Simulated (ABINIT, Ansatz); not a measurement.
# Sr2NbGaO6 (Fm-3m): changed settings of a GW run in ABINIT

Aim: change inputs of a GW run on Sr2NbGaO6 (Fm-3m) and see what moves.

Program: ABINIT 10.8.3. Level of theory: PBEsol and many-body steps on it, plane waves. Results are calculated unless marked as measured.

## Step 1: The starting structure

Symmetry: Fm-3m, No. 225, cubic system. The conventional cell has a = 8.000 Å, b = 8.000 Å, c = 8.000 Å, α = 90.00°, β = 90.00°, γ = 90.00°. Nearest to Sr lie 12 O at 2.83 Å. Nearest to Nb lie 6 O at 2.01 Å. Nearest to Ga lie 6 O at 1.99 Å. Nearest to O lie 1 Ga at 1.99 Å and 1 Nb at 2.01 Å and 4 Sr at 2.83 Å. Farther neighbours and most contacts between anions are not listed.

The cell and positions are those that the Materials Project relaxed with its own functionals (PBE, PBE+U or r2SCAN), kept fixed.

## Step 2: Screening, 2×2×2 mesh, 125 bands, screening to 114.3 eV

This step: ABINIT 10.8.3; RPA screening on PBEsol, plane waves, norm-conserving pseudopotentials.

The RPA dielectric matrix is built and inverted for each q.

Contents of run.abi:

```
acell 3*1.0 Angstrom
rprim 
  0.000000000000 4.000204000000 4.000204000000
  4.000204000000 0.000000000000 4.000204000000
  4.000204000000 4.000204000000 0.000000000000
ntypat 4
znucl 38 41 31 8
natom 10
typat 1 1 2 3 4 4 4 4 4 4
xred 
  0.250000000000 0.250000000000 0.250000000000
  0.750000000000 0.750000000000 0.750000000000
  0.000000000000 0.000000000000 0.000000000000
  0.500000000000 0.500000000000 0.500000000000
  0.749216000000 0.250784000000 0.250784000000
  0.250784000000 0.749216000000 0.749216000000
  0.250784000000 0.250784000000 0.749216000000
  0.749216000000 0.749216000000 0.250784000000
  0.250784000000 0.749216000000 0.250784000000
  0.749216000000 0.250784000000 0.749216000000
pp_dirpath "pseudos"
pseudos "Sr.upf, Nb.upf, Ga.upf, O.upf"
ecut 37
ngkpt 2 2 2
nshiftk 1
shiftk 0 0 0
kptopt 1
chksymbreak 0
istwfk *1
occopt 1
irdwfk 1
optdriver 3
nband 125
ecuteps 4.2
inclvkb 2
awtr 1
symchi 1
indata_prefix "in"
outdata_prefix "out"
tmpdata_prefix "tmp"
```

Command:

```console
> OMP_NUM_THREADS=1 mpirun -n 4 abinit run.abi > log
```

Log:

```text
.Version 10.8.3 of ABINIT. v10.8.2 released Aug 2026.

 Symmetries : space group Fm -3 m (#225); Bravais cF (face-center cubic)
[... echo of the input left out ...]
== DATASET  1 ==================================================================
-   mpi_nproc: 4, omp_nthreads: 1 (-1 if OMP is not activated)

--- !DatasetInfo
iteration_state: {dtset: 1, }
dimensions: {natom: 10, nkpt: 3, mband: 125, nsppol: 1, nspinor: 1, nspden: 1, mpw: 9377, }
cutoff_energies: {ecut:  37.0, pawecutdg:  -1.0, }
electrons: {nelect:   8.20000000E+01, charge:   0.00000000E+00, occopt:   1.00000000E+00, tsmear:   1.00000000E-02, }

 SCREENING: Calculation of the susceptibility and dielectric matrices

 Based on a program developped by R.W. Godby, V. Olevano, G. Onida, and L. Reining.
 Incorporated in ABINIT by V. Olevano, G.-M. Rignanese, and M. Torrent.
.Using double precision arithmetic ; gwpc =  8

[... cell and pseudopotentials left out ...]
--------------------------------------------------------------------------------

 ==== K-mesh for the wavefunctions ====
 Number of points in the irreducible wedge :     3
[... list of points left out ...]
 Together with 48 symmetry operations and time-reversal symmetry
 yields     8 points in the full Brillouin Zone.

 ==== Q-mesh for the screening function ====
 Number of points in the irreducible wedge :     3
[... list of points left out ...]
 Together with 48 symmetry operations and time-reversal symmetry
 yields     8 points in the full Brillouin Zone.

 setmesh: FFT mesh size selected  =    40x   40x   40
          total number of points  =        64000

 vcoul_init : cutoff-mode = AUXILIARY_FUNCTION
 q-points for optical limit:   1
     1)      0.000010    0.000020    0.000030

- screening: taking advantage of time-reversal symmetry
- Maximum band index for partially occupied states nbvw = 41
- Remaining bands to be divided among processors   nbcw = 84
- Number of bands treated by each node ~21

 Number of electrons calculated from density =   82.0000; Expected =   82.0000
 average of density, n =  0.094916
 r_s =    1.3600
 omega_plasma =   29.7184 [eV]

 calculating chi0 at frequencies [eV] :
  1    0.000000E+00    0.000000E+00
  2    0.000000E+00    2.971844E+01

--------------------------------------------------------------------------------
  q-point number  1        q = ( 0.000000, 0.000000, 0.000000) [r.l.u.]
--------------------------------------------------------------------------------
[... chi0 elements left out ...]
 For q-point:  0.000010 0.000020 0.000030
  dielectric constant =   5.4426
  dielectric constant without local fields =   6.0866

  Average fulfillment of the sum rule on Im[epsilon] for q-point    1 :     43.88  [%]
[... wings left out ...]
  q-point number  2        q = ( 0.500000, 0.000000, 0.000000) [r.l.u.]
--------------------------------------------------------------------------------
[... chi0 elements left out ...]
  Average fulfillment of the sum rule on Im[epsilon] for q-point    2 :     50.86  [%]

 [... 1 further q-points ...]
```

Wall time 49 s (4 MPI ranks of Intel Xeon 6975P-C (Granite Rapids), shared host); peak memory 1.7 GiB.

This step gave:

```
ε∞ with local fields, on this mesh, along the program's q direction : 5.443
the same without local fields                                       : 6.087
plasma frequency                                                    : 29.72 eV
plane waves in the screening matrix                                 : 339
```

Local fields lower ε∞ by 11 %. On a Γ-centred mesh this coarse the value itself is usually too large, while a short band sum pulls it down.

## Step 3: Base

The self-energy is evaluated for the states that the input lists, and the levels follow from it, in one-shot runs by the linearised quasiparticle equation.

This step: G0W0 on PBEsol, plane waves, norm-conserving pseudopotentials.

run.abi, as its differences from that of step 2:

```diff
@@ -31,8 +31,15 @@
 irdwfk 1
-optdriver 3
+optdriver 4
 nband 125
+gwcalctyp 0
+ecutsigx 37
+symsigma 1
+nkptgw 1
+kptgw 
+  0.0000000000 0.0000000000 0.0000000000
+bdgw 
+  39 44
 ecuteps 4.2
-inclvkb 2
-awtr 1
-symchi 1
+irdscr 1
+ppmodel 1
 indata_prefix "in"
```

Log:

```text
.Version 10.8.3 of ABINIT. v10.8.2 released Aug 2026.

 Symmetries : space group Fm -3 m (#225); Bravais cF (face-center cubic)
[... echo of the input left out ...]
== DATASET  1 ==================================================================
-   mpi_nproc: 4, omp_nthreads: 1 (-1 if OMP is not activated)

--- !DatasetInfo
iteration_state: {dtset: 1, }
dimensions: {natom: 10, nkpt: 3, mband: 125, nsppol: 1, nspinor: 1, nspden: 1, mpw: 9377, }
cutoff_energies: {ecut:  37.0, pawecutdg:  -1.0, }
electrons: {nelect:   8.20000000E+01, charge:   0.00000000E+00, occopt:   1.00000000E+00, tsmear:   1.00000000E-02, }

 SIGMA: Calculation of the GW corrections

 Based on a program developped by R.W. Godby, V. Olevano, G. Onida, and L. Reining.
 Incorporated in ABINIT by V. Olevano, G.-M. Rignanese, and M. Torrent.
.Using double precision arithmetic ; gwpc =  8

[... cell and pseudopotentials left out ...]
--------------------------------------------------------------------------------

 ==== K-mesh for the wavefunctions ====
 Number of points in the irreducible wedge :     3
[... list of points left out ...]
 Together with 48 symmetry operations and time-reversal symmetry
 yields     8 points in the full Brillouin Zone.

 ==== Q-mesh for screening function ====
 Number of points in the irreducible wedge :     3
[... list of points left out ...]
 Together with 48 symmetry operations and time-reversal symmetry
 yields     8 points in the full Brillouin Zone.

 vcoul_init : cutoff-mode = AUXILIARY_FUNCTION
 q-points for optical limit:   1
     1)      0.000010    0.000020    0.000030
 setmesh: FFT mesh size selected  =    60x   60x   60
          total number of points  =       216000

 Number of electrons calculated from density =   82.0000; Expected =   82.0000
 average of density, n =  0.094916
 r_s =    1.3600
 omega_plasma =   29.7184 [eV]

 === KS Band Gaps ===
  >>>> For spin  1
   Minimum direct gap =   3.1575 [eV], located at k-point      :   0.0000  0.0000  0.0000
   Fundamental gap    =   3.1575 [eV], Top of valence bands at :   0.0000  0.0000  0.0000
                                       Bottom of conduction at :   0.0000  0.0000  0.0000
 SIGMA fundamental parameters:
 PLASMON POLE MODEL  1
 number of plane-waves for SigmaX                 9377
 number of plane-waves for SigmaC and W            339
 number of plane-waves for wavefunctions          9377
 number of bands                                   125
 number of independent spin polarizations            1
 number of spinorial components                      1
 number of k-points in IBZ                           3
 number of q-points in IBZ                           3
 number of symmetry operations                      48
 number of k-points in BZ                            8
 number of q-points in BZ                            8
 number of frequencies for dSigma/dE                 9
 frequency step for dSigma/dE [eV]                0.25
 number of omega for Sigma on real axis              0
 max omega for Sigma on real axis  [eV]           0.00
 zcut for avoiding poles [eV]                     0.10

 EPSILON^-1 parameters (SCR file):
 dimension of the eps^-1 matrix on file            339
 dimension of the eps^-1 matrix used               339
 number of plane-waves for wavefunctions          9377
 number of bands                                   125
 number of q-points in IBZ                           3
 number of frequencies                               2
 number of real frequencies                          1
 number of imag frequencies                          1

 matrix elements of self-energy operator (all in [eV])

 Perturbative Calculation

--- !SelfEnergy_ee
iteration_state: {dtset: 1, }
kpoint     : [   0.000,    0.000,    0.000, ]
spin       : 1
KS_gap     :    3.158
QP_gap     :    4.959
Delta_QP_KS:    1.801
data: !SigmaeeData |
     Band     E0 <VxcDFT>   SigX SigC(E0)      Z dSigC/dE  Sig(E)    E-E0       E
       39   6.272 -19.836 -24.633   5.057   0.782  -0.278 -19.633   0.203   6.475
       40   6.272 -19.836 -24.633   5.057   0.782  -0.278 -19.633   0.203   6.475
       41   6.272 -19.836 -24.633   5.057   0.782  -0.278 -19.633   0.203   6.475
       42   9.429 -16.642 -10.798  -3.395   0.818  -0.222 -14.638   2.004  11.433
       43   9.429 -16.642 -10.798  -3.395   0.818  -0.222 -14.638   2.004  11.433
       44   9.429 -16.642 -10.798  -3.395   0.818  -0.222 -14.638   2.004  11.433

== END DATASET(S) ==============================================================
================================================================================

 -outvars: echo values of variables after computation  --------
           etotal      0.0000000000E+00
            nband         125
             nkpt           3
          spgroup         225
 [... the other variables as echoed above ...]

 Calculation completed.
```

The job ended after 6.8 s (4 MPI ranks; peak memory 1.2 GiB; 26 s of CPU time).

This step gave:

```yaml
g0w0_gap_on_the_points_computed: 4.958 eV
starting_gap_on_the_mesh: 3.158 eV
k_of_the_valence_top: 0, 0, 0
k_of_the_conduction_bottom: 0, 0, 0
z_at_the_valence_top: 0.782
z_at_the_conduction_bottom: 0.818
least_direct_g0w0_gap_on_the_computed_points: 4.958 eV
```

The gap on the mesh goes from 3.16 eV to 4.96 eV, a correction of +1.80 eV.

## Step 4: Broadening of the poles

run.abi, as its differences from that of step 3:

```diff
@@ -44,2 +44,3 @@
 ppmodel 1
+zcut 0.01 eV
 indata_prefix "in"
```

Log:

```text
.Version 10.8.3 of ABINIT. v10.8.2 released Aug 2026.

 Symmetries : space group Fm -3 m (#225); Bravais cF (face-center cubic)
[... echo of the input left out ...]
== DATASET  1 ==================================================================
-   mpi_nproc: 4, omp_nthreads: 1 (-1 if OMP is not activated)

--- !DatasetInfo
iteration_state: {dtset: 1, }
dimensions: {natom: 10, nkpt: 3, mband: 125, nsppol: 1, nspinor: 1, nspden: 1, mpw: 9377, }
cutoff_energies: {ecut:  37.0, pawecutdg:  -1.0, }
electrons: {nelect:   8.20000000E+01, charge:   0.00000000E+00, occopt:   1.00000000E+00, tsmear:   1.00000000E-02, }

 SIGMA: Calculation of the GW corrections

 Based on a program developped by R.W. Godby, V. Olevano, G. Onida, and L. Reining.
 Incorporated in ABINIT by V. Olevano, G.-M. Rignanese, and M. Torrent.
.Using double precision arithmetic ; gwpc =  8

[... cell and pseudopotentials left out ...]
--------------------------------------------------------------------------------

 ==== K-mesh for the wavefunctions ====
 Number of points in the irreducible wedge :     3
[... list of points left out ...]
 Together with 48 symmetry operations and time-reversal symmetry
 yields     8 points in the full Brillouin Zone.

 ==== Q-mesh for screening function ====
 Number of points in the irreducible wedge :     3
[... list of points left out ...]
 Together with 48 symmetry operations and time-reversal symmetry
 yields     8 points in the full Brillouin Zone.

 vcoul_init : cutoff-mode = AUXILIARY_FUNCTION
 q-points for optical limit:   1
     1)      0.000010    0.000020    0.000030
 setmesh: FFT mesh size selected  =    60x   60x   60
          total number of points  =       216000

 Number of electrons calculated from density =   82.0000; Expected =   82.0000
[...]
number of k-points in BZ                            8
 number of q-points in BZ                            8
 number of frequencies for dSigma/dE                 9
 frequency step for dSigma/dE [eV]                0.25
 number of omega for Sigma on real axis              0
 max omega for Sigma on real axis  [eV]           0.00
 zcut for avoiding poles [eV]                     0.01

 EPSILON^-1 parameters (SCR file):
 dimension of the eps^-1 matrix on file            339
 dimension of the eps^-1 matrix used               339
 number of plane-waves for wavefunctions          9377
 number of bands                                   125
 number of q-points in IBZ                           3
 number of frequencies                               2
 number of real frequencies                          1
 number of imag frequencies                          1

 matrix elements of self-energy operator (all in [eV])

 Perturbative Calculation

--- !SelfEnergy_ee
iteration_state: {dtset: 1, }
kpoint     : [   0.000,    0.000,    0.000, ]
spin       : 1
KS_gap     :    3.158
QP_gap     :    4.958
Delta_QP_KS:    1.801
data: !SigmaeeData |
     Band     E0 <VxcDFT>   SigX SigC(E0)      Z dSigC/dE  Sig(E)    E-E0       E
       39   6.272 -19.836 -24.633   5.057   0.782  -0.278 -19.633   0.203   6.475
       40   6.272 -19.836 -24.633   5.057   0.782  -0.278 -19.633   0.203   6.475
       41   6.272 -19.836 -24.633   5.057   0.782  -0.278 -19.633   0.203   6.475
       42   9.429 -16.642 -10.798  -3.395   0.818  -0.222 -14.638   2.004  11.433
       43   9.429 -16.642 -10.798  -3.395   0.818  -0.222 -14.638   2.004  11.433
       44   9.429 -16.642 -10.798  -3.395   0.818  -0.222 -14.638   2.004  11.433

== END DATASET(S) ==============================================================
================================================================================

 -outvars: echo values of variables after computation  --------
           etotal      0.0000000000E+00
            nband         125
             nkpt           3
          spgroup         225
 [... the other variables as echoed above ...]

 Calculation completed.
```

Elapsed: 6.9 s, on 4 MPI ranks; peak memory 1.2 GiB; 27 s of CPU time.

Numbers from this step:

| Item | Value |
| --- | --- |
| G0W0 gap on the points computed | 4.958 eV |
| starting gap on the mesh | 3.158 eV |
| k of the valence top | 0, 0, 0 |
| k of the conduction bottom | 0, 0, 0 |
| Z at the valence top | 0.782 |
| Z at the conduction bottom | 0.818 |
| least direct G0W0 gap on the computed points | 4.958 eV |

Against G0W0 in ABINIT (2×2×2 mesh, 125 bands, screening to 114.3 eV, Godby-Needs plasmon pole), the gap moves by +0.000 eV.

[end of part 1 of 2]

[Paths, hosts, dates, memory and timing lines, banners, echoed tables and standing remarks are left out of the program output.]

[Logs are printed without paths, hosts, clocks, repeated set-up lines and the standing remarks that a program may print on its own settings, such as how far it seeks lower states.]

[Runs of the session that timed out or met a known fault of the program may be left out.]

[No measured gap is set beside runs whose start may be inverted or whose files or cutoffs have a known fault.]

[Hosts, paths, dates, database ids (printed as entryN), source tags and the programs' standing remarks are cut or masked in the printed files.]

[G0W0 gaps are taken among the corrected bands and points alone; a level outside them can change the order at an edge.]

[Where Ansatz stands beside ABINIT at settings called matched, ABINIT's density can come from a denser mesh and the files from another edition; pairs whose starting gaps differed by over 0.03 eV were left out, so agreement reads better than it is.]
